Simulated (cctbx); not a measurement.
# What is wrong with this refinement?

Cell a = 15.0920 Å, b = 22.5840 Å, c = 3.9190 Å, α = 90.00°, β = 90.00°, γ = 90.00°; space group Cmmm (no. 65). The compound is La11In5Co4Sn4.

Simulated single-crystal data (cctbx): Mo Kα, λ = 0.71073 Å, to d = 0.77 Å, 80 % of the full sphere, strongest reflection 70000 counts, noise from counting, a 3 % proportional error and a noise floor of 8 counts (s.d.); no absorption.

An isotropic refinement with weights 1/σ² prints:

```text
Rint 0.028, 931 unique reflections to 0.77 A
cycle     R1     wR2    GooF  max shift (A)
   1  0.2880  0.6338  27.031   0.17943
  12  0.0206  0.1193   5.087   0.07477
final R1 0.0187 wR2 0.1095 GooF 4.670  parameters 24  data/parameter 38.8
atom        x        y        z      Ueq    occ   su(xyz)  su(Uiso or U11)
La1    0.50000  0.12509  0.00000   0.0024  1.000  0.00006  0.0003
La2    0.50000  0.33910  0.00000   0.0027  1.000  0.00006  0.0003
La3    0.75814  0.16850  0.00000   0.0020  1.000  0.00006  0.0003
La4    0.00000  0.00000  0.00000   0.0020  1.000  0.00000  0.0004
La5    0.68522  0.00000  0.00000   0.0023  1.000  0.00008  0.0003
Sn1    0.85010  0.06795  0.50000   0.0030  1.000  0.00007  0.0003
In1    0.50000  0.00000  0.50000   0.0021  1.000  0.00000  0.0004
In2    0.40499  0.76625  0.50000   0.0027  1.000  0.00007  0.0003
Co1    0.65628  0.10026  0.50000   0.0028  1.000  0.00013  0.0004
Co2    0.64184  0.32820  0.48370   1.0000  1.000  0.34703  0.0252
difference map: max 2.28 min -2.48 rms 0.48
Q1    0.0000  0.3708  0.0000    4    2.34  0.09 A from La1
Q2    0.1820  0.5000  0.0000    4    2.24  0.05 A from La5
Q3    0.2324  0.1691  0.0000    8    2.07  0.14 A from La3
Q4    0.1477  0.0773  0.5000    8    2.03  0.21 A from Sn1
Q5    0.0000  0.1643  0.0000    4    1.97  0.08 A from La2
Q6    0.0926  0.2573  0.5000    8    1.88  0.20 A from In2
```

Q: Accept it or mend it, and why?

Mend it. The fault: spurious atom: Co2. Against the right model at the same level, R1 goes from 0.0094 to 0.0187 and GooF from 0.91 to 4.67, Co2 takes U = the program's ceiling, the top difference peak, 2.3 e/Å³, lies on La1 and a hole of -2.5 e/Å³ opens. A site with no density behind it hides by a very large U or drifts. The fit had not settled when the cycles ran out.

The compound is La11In5Co4Sn4. The right model at the same level gives:

```text
Rint 0.028, 931 unique reflections to 0.77 A
cycle     R1     wR2    GooF  max shift (A)
   1  0.2110  0.4645  19.767   0.06824
   2  0.0094  0.0215   0.913   0.00000
final R1 0.0094 wR2 0.0215 GooF 0.913  parameters 20  data/parameter 46.5
atom        x        y        z      Ueq    occ   su(xyz)  su(Uiso or U11)
La1    0.50000  0.12510  0.00000   0.0031  1.000  0.00001  0.0001
La2    0.50000  0.33910  0.00000   0.0035  1.000  0.00001  0.0001
La3    0.75820  0.16850  0.00000   0.0028  1.000  0.00001  0.0000
La4    0.00000  0.00000  0.00000   0.0028  1.000  0.00000  0.0001
La5    0.68521  0.00000  0.00000   0.0031  1.000  0.00002  0.0001
Sn1    0.85011  0.06802  0.50000   0.0038  1.000  0.00001  0.0001
In1    0.50000  0.00000  0.50000   0.0029  1.000  0.00000  0.0001
In2    0.40498  0.76620  0.50000   0.0034  1.000  0.00001  0.0001
Co1    0.65631  0.10020  0.50000   0.0037  1.000  0.00003  0.0001
difference map: max 0.86 min -0.64 rms 0.17
Q1    0.0000  0.2290  0.0000    4    0.91  1.54 A from La2
Q2    0.1596  0.2936  0.5000    8    0.77  1.16 A from In2
Q3    0.2314  0.0602  0.5000    8    0.75  1.24 A from Sn1
Q4    0.0000  0.5000  0.3668    4    0.70  0.52 A from In1
Q5    0.0000  0.2070  0.2527    8    0.70  1.44 A from La2
Q6    0.2384  0.4482  0.0000    8    0.69  1.42 A from La5
```

The model is made up (kin elements in a known structure type, no relaxation), so it says nothing on whether the phase exists.

[Middle refinement cycles are left out of these outputs.]

[Logs are printed without paths, hosts, clocks, repeated set-up lines and the standing remarks that a program may print on its own settings, such as how far it seeks lower states.]
